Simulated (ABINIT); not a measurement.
# A GW chain in ABINIT: MgO2 (R-3m), part 3 of 3

Aim: the G0W0 gap of MgO2 (R-3m) on LDA, step by step.

ABINIT 10.8.3; LDA and many-body steps on it, plane waves. Known limits of the many-body steps: not at the basis limit; coarse k mesh.

So far. Step 3 (Bands along the symmetry lines): The gap is 2.137 eV, as in the run before at this level. Step 4 (Empty states on the mesh, 4×4×4 mesh, 52 bands): On this mesh the gap is 2.137 eV.

### 5. Screening, 4×4×4 mesh, 48 bands, screening to 130.6 eV

The RPA dielectric matrix is built and inverted for each q.

This step: RPA screening on LDA, plane waves, norm-conserving pseudopotentials.

Contents of run.abi:

```
acell 3*1.0 Angstrom
rprim 
  1.604761016024 0.926509204586 3.493978874900
  -1.604761016024 0.926509204586 3.493978874900
  0.000000000000 -1.853018409173 3.493978874900
ntypat 2
znucl 12 8
natom 3
typat 1 2 2
xred 
  0.000000000000 0.000000000000 0.000000000000
  0.428786000000 0.428786000000 0.428786000000
  0.571214000000 0.571214000000 0.571214000000
pp_dirpath "pseudos"
pseudos "Mg.upf, O.upf"
ecut 38
ngkpt 4 4 4
nshiftk 1
shiftk 0 0 0
kptopt 1
chksymbreak 0
istwfk *1
occopt 1
irdwfk 1
optdriver 3
nband 48
ecuteps 4.8
inclvkb 2
awtr 1
symchi 1
indata_prefix "in"
outdata_prefix "out"
tmpdata_prefix "tmp"
```

Launch:

```bash
$ OMP_NUM_THREADS=1 mpirun -n 8 abinit run.abi > log
```

Numbers of over 12 decimals in the logs are rounded to 6 here.

Log:

```text
.Version 10.8.3 of ABINIT. v10.8.2 released Aug 2026.

 Symmetries : space group R-3 m (#166); Bravais hR (rhombohedral)
[... echo of the input left out ...]
== DATASET  1 ==================================================================
-   mpi_nproc: 8, omp_nthreads: 1 (-1 if OMP is not activated)

--- !DatasetInfo
iteration_state: {dtset: 1, }
dimensions: {natom: 3, nkpt: 13, mband: 48, nsppol: 1, nspinor: 1, nspden: 1, mpw: 2370, }
cutoff_energies: {ecut:  38.0, pawecutdg:  -1.0, }
electrons: {nelect:   2.20000000E+01, charge:   0.00000000E+00, occopt:   1.00000000E+00, tsmear:   1.00000000E-02, }

 SCREENING: Calculation of the susceptibility and dielectric matrices

 Based on a program developped by R.W. Godby, V. Olevano, G. Onida, and L. Reining.
 Incorporated in ABINIT by V. Olevano, G.-M. Rignanese, and M. Torrent.
.Using double precision arithmetic ; gwpc =  8

[... cell and pseudopotentials left out ...]
--------------------------------------------------------------------------------

 ==== K-mesh for the wavefunctions ====
 Number of points in the irreducible wedge :    13
[... list of points left out ...]
 Together with 12 symmetry operations and time-reversal symmetry
 yields    64 points in the full Brillouin Zone.

 ==== Q-mesh for the screening function ====
 Number of points in the irreducible wedge :    13
[... list of points left out ...]
 Together with 12 symmetry operations and time-reversal symmetry
 yields    64 points in the full Brillouin Zone.

 setmesh: FFT mesh size selected  =    27x   27x   27
          total number of points  =        19683

 vcoul_init : cutoff-mode = AUXILIARY_FUNCTION
 q-points for optical limit:   1
     1)      0.000010    0.000020    0.000030

- screening: taking advantage of time-reversal symmetry
- Maximum band index for partially occupied states nbvw = 11
- Remaining bands to be divided among processors   nbcw = 37
- Number of bands treated by each node ~4

 Number of electrons calculated from density =   22.0000; Expected =   22.0000
 average of density, n =  0.104591
 r_s =    1.3167
 omega_plasma =   31.1963 [eV]

 calculating chi0 at frequencies [eV] :
  1    0.000000E+00    0.000000E+00
  2    0.000000E+00    3.119628E+01

--------------------------------------------------------------------------------
  q-point number  1        q = ( 0.000000, 0.000000, 0.000000) [r.l.u.]
--------------------------------------------------------------------------------
[... chi0 elements left out ...]
 For q-point:  0.000010 0.000020 0.000030
  dielectric constant =   3.5401
  dielectric constant without local fields =   3.8768

  Average fulfillment of the sum rule on Im[epsilon] for q-point    1 :     40.17  [%]
[... wings left out ...]
  q-point number  2        q = ( 0.250000, 0.000000, 0.000000) [r.l.u.]
--------------------------------------------------------------------------------
[... chi0 elements left out ...]
  Average fulfillment of the sum rule on Im[epsilon] for q-point    2 :     54.22  [%]

 [... 11 further q-points ...]
```

Run time: 30 s. Hardware: 8 MPI ranks of Intel Xeon Platinum 8375C at 2.90GHz (Ice Lake), shared host; peak memory 1.1 GiB; 4 min of CPU time.

This step gave:

```yaml
eps_infinity_with_local_fields_on_this_mesh_along_the_program_s_q_direction: 3.540
the_same_without_local_fields: 3.877
plasma_frequency: 31.20 eV
plane_waves_in_the_screening_matrix: 97
```

Local fields lower ε∞ by 9 %. On a Γ-centred mesh this coarse the value itself is usually too large, while a short band sum pulls it down.

### 6. Self-energy, 4×4×4 mesh, 48 bands, screening to 130.6 eV

The self-energy is evaluated for the states that the input lists, and the levels follow from it, in one-shot runs by the linearised quasiparticle equation.

This step: G0W0 on LDA, plane waves, norm-conserving pseudopotentials.

run.abi: that of step 5 with these lines changed.

```diff
@@ -24,8 +24,17 @@
 irdwfk 1
-optdriver 3
+optdriver 4
 nband 48
+gwcalctyp 0
+ecutsigx 38
+symsigma 1
+nkptgw 2
+kptgw 
+  0.5000000000 0.5000000000 0.5000000000
+  0.0000000000 0.0000000000 0.0000000000
+bdgw 
+  10 13
+  10 13
 ecuteps 4.8
-inclvkb 2
-awtr 1
-symchi 1
+irdscr 1
+ppmodel 1
 indata_prefix "in"
```

Log:

```text
.Version 10.8.3 of ABINIT. v10.8.2 released Aug 2026.

 Symmetries : space group R-3 m (#166); Bravais hR (rhombohedral)
[... echo of the input left out ...]
== DATASET  1 ==================================================================
-   mpi_nproc: 8, omp_nthreads: 1 (-1 if OMP is not activated)

--- !DatasetInfo
iteration_state: {dtset: 1, }
dimensions: {natom: 3, nkpt: 13, mband: 48, nsppol: 1, nspinor: 1, nspden: 1, mpw: 2370, }
cutoff_energies: {ecut:  38.0, pawecutdg:  -1.0, }
electrons: {nelect:   2.20000000E+01, charge:   0.00000000E+00, occopt:   1.00000000E+00, tsmear:   1.00000000E-02, }

 SIGMA: Calculation of the GW corrections

 Based on a program developped by R.W. Godby, V. Olevano, G. Onida, and L. Reining.
 Incorporated in ABINIT by V. Olevano, G.-M. Rignanese, and M. Torrent.
.Using double precision arithmetic ; gwpc =  8

[... cell and pseudopotentials left out ...]
--------------------------------------------------------------------------------

 ==== K-mesh for the wavefunctions ====
 Number of points in the irreducible wedge :    13
[... list of points left out ...]
 Together with 12 symmetry operations and time-reversal symmetry
 yields    64 points in the full Brillouin Zone.

 ==== Q-mesh for screening function ====
 Number of points in the irreducible wedge :    13
[... list of points left out ...]
 Together with 12 symmetry operations and time-reversal symmetry
 yields    64 points in the full Brillouin Zone.

 vcoul_init : cutoff-mode = AUXILIARY_FUNCTION
 q-points for optical limit:   1
     1)      0.000010    0.000020    0.000030
 setmesh: FFT mesh size selected  =    45x   45x   45
          total number of points  =        91125

 Number of electrons calculated from density =   22.0000; Expected =   22.0000
 average of density, n =  0.104591
 r_s =    1.3167
 omega_plasma =   31.1963 [eV]

 === KS Band Gaps ===
  >>>> For spin  1
   Minimum direct gap =   2.1369 [eV], located at k-point      :   0.5000  0.5000  0.5000
   Fundamental gap    =   2.1369 [eV], Top of valence bands at :   0.5000  0.5000  0.5000
                                       Bottom of conduction at :   0.5000  0.5000  0.5000
 SIGMA fundamental parameters:
 PLASMON POLE MODEL  1
 number of plane-waves for SigmaX                 2365
 number of plane-waves for SigmaC and W             97
 number of plane-waves for wavefunctions          2365
 number of bands                                    48
 number of independent spin polarizations            1
 number of spinorial components                      1
 number of k-points in IBZ                          13
 number of q-points in IBZ                          13
 number of symmetry operations                      12
 number of k-points in BZ                           64
 number of q-points in BZ                           64
 number of frequencies for dSigma/dE                 9
 frequency step for dSigma/dE [eV]                0.25
 number of omega for Sigma on real axis              0
 max omega for Sigma on real axis  [eV]           0.00
 zcut for avoiding poles [eV]                     0.10

 EPSILON^-1 parameters (SCR file):
 dimension of the eps^-1 matrix on file             97
 dimension of the eps^-1 matrix used                97
 number of plane-waves for wavefunctions          2365
 number of bands                                    48
 number of q-points in IBZ                          13
 number of frequencies                               2
 number of real frequencies                          1
 number of imag frequencies                          1

 matrix elements of self-energy operator (all in [eV])

 Perturbative Calculation

--- !SelfEnergy_ee
iteration_state: {dtset: 1, }
kpoint     : [   0.500,    0.500,    0.500, ]
spin       : 1
KS_gap     :    2.137
QP_gap     :    5.023
Delta_QP_KS:    2.886
data: !SigmaeeData |
     Band     E0 <VxcDFT>   SigX SigC(E0)      Z dSigC/dE  Sig(E)    E-E0       E
       10   3.180 -20.478 -26.426   4.868   0.794  -0.260 -21.335  -0.857   2.322
       11   3.180 -20.478 -26.426   4.868   0.794  -0.260 -21.335  -0.857   2.322
       12   5.317 -18.094 -12.146  -3.445   0.810  -0.234 -16.066   2.029   7.345
       13   7.912  -9.710  -4.418  -3.686   0.862  -0.160  -8.325   1.385   9.296

--- !SelfEnergy_ee
iteration_state: {dtset: 1, }
kpoint     : [   0.000,    0.000,    0.000, ]
spin       : 1
KS_gap     :    5.188
QP_gap     :    7.561
Delta_QP_KS:    2.374
data: !SigmaeeData |
     Band     E0 <VxcDFT>   SigX SigC(E0)      Z dSigC/dE  Sig(E)    E-E0       E
       10   2.378 -19.584 -25.760   4.930   0.792  -0.263 -20.570  -0.987   1.391
       11   2.378 -19.584 -25.760   4.930   0.792  -0.263 -20.570  -0.987   1.391
       12   7.566 -11.433  -6.289  -3.520   0.854  -0.171 -10.046   1.387   8.952
       13   7.794 -20.079 -12.512  -4.255   0.782  -0.278 -17.487   2.592  10.386

== END DATASET(S) ==============================================================
================================================================================

 -outvars: echo values of variables after computation  --------
           etotal      0.0000000000E+00
            nband          48
             nkpt          13
          spgroup         166
 [... the other variables as echoed above ...]

 Calculation completed.
```

Wall time 6.7 s (8 MPI ranks); peak memory 1.1 GiB; 50 s of CPU time.

Numbers from this step:

```yaml
g0w0_gap_on_the_points_computed: 5.023 eV
starting_gap_on_the_mesh: 2.137 eV
k_of_the_valence_top: 0.5, 0.5, 0.5
k_of_the_conduction_bottom: 0.5, 0.5, 0.5
z_at_the_valence_top: 0.794
z_at_the_conduction_bottom: 0.81
least_direct_g0w0_gap_on_the_computed_points: 5.023 eV
```

The gap on the mesh goes from 2.14 eV to 5.02 eV, a correction of +2.89 eV.

Limits: finite bands, cutoff and mesh; coarse k mesh. v1 is the top filled band, c1 the lowest empty one. Levels before and after the correction, in eV, zero at the valence-band top of each column:

|  | conduction bottom | valence top |
| --- | --- | --- |
| Kohn-Sham | 2.14 | 0.00 |
| G0W0 | 5.02 | 0.00 |

```csv
,level,energy (eV)
Kohn-Sham,(0.5 0.5 0.5) v2-v1,0.000
Kohn-Sham,(0.5 0.5 0.5) c1,2.137
Kohn-Sham,(0.5 0.5 0.5) c2,4.732
G0W0,(0.5 0.5 0.5) v2-v1,0.000
G0W0,(0.5 0.5 0.5) c1,5.023
G0W0,(0.5 0.5 0.5) c2,6.974
```

### 7. Where the time went

Times are wall times on 8 MPI ranks of Intel Xeon Platinum 8375C at 2.90GHz (Ice Lake), shared host, good to a factor of about two.

| step | time | share | memory (GiB) |
| --- | --- | --- | --- |
| ground state | 37 s | 36 % | 0.69 |
| bands along the symmetry lines | 17 s | 16 % | 0.59 |
| empty states on the mesh | 14 s | 13 % | 0.58 |
| screening | 30 s | 29 % | 1.1 |
| self-energy | 6.7 s | 6 % | 1.1 |

### 8. Results

```json
{"LDA gap": "2.14 eV, direct", "G0W0 gap on the mesh": "5.02 eV", "GW settings": "4×4×4 mesh, 48 bands, screening to 130.6 eV, Godby-Needs plasmon pole", "known limits": "not at the basis limit; coarse k mesh"}
```

What this shows: G0W0 moves the gap on the mesh from 2.14 eV to 5.02 eV (+2.89 eV), with Z of 0.79 and 0.81 at the edges. Local fields lower the RPA ε∞ on this mesh from 3.88 to 3.54; a Γ-centred mesh this coarse tends to raise both, most where the direct gap is narrow, while a short band sum lowers them. Only 2 of the mesh's irreducible points were corrected, so a valley elsewhere could overtake. Bands and cutoff are finite, so the gap is not at the basis limit. The miss can reach some tenths of an eV and take either sign; the mesh is an error of its own. In the G0W0 run levels were corrected at 2 k points alone, so a gap called «on the mesh» is the least over those, and an edge elsewhere would be missed. The 4×4×4 mesh is coarse for this cell, which bears on the long-range parts of exchange and screening.

[Paths, hosts, dates, memory and timing lines, banners, echoed tables and standing remarks are left out of the program output.]

[Logs are printed without paths, hosts, clocks, repeated set-up lines and the standing remarks that a program may print on its own settings, such as how far it seeks lower states.]

[Runs of the session that timed out or met a known fault of the program may be left out.]

[Hosts, paths, dates, database ids (printed as entryN), source tags and the programs' standing remarks are cut or masked in the printed files.]

[G0W0 gaps are taken among the corrected bands and points alone; a level outside them can change the order at an edge.]

[Where Ansatz stands beside ABINIT at settings called matched, ABINIT's density can come from a denser mesh and the files from another edition; pairs whose starting gaps differed by over 0.03 eV were left out, so agreement reads better than it is.]
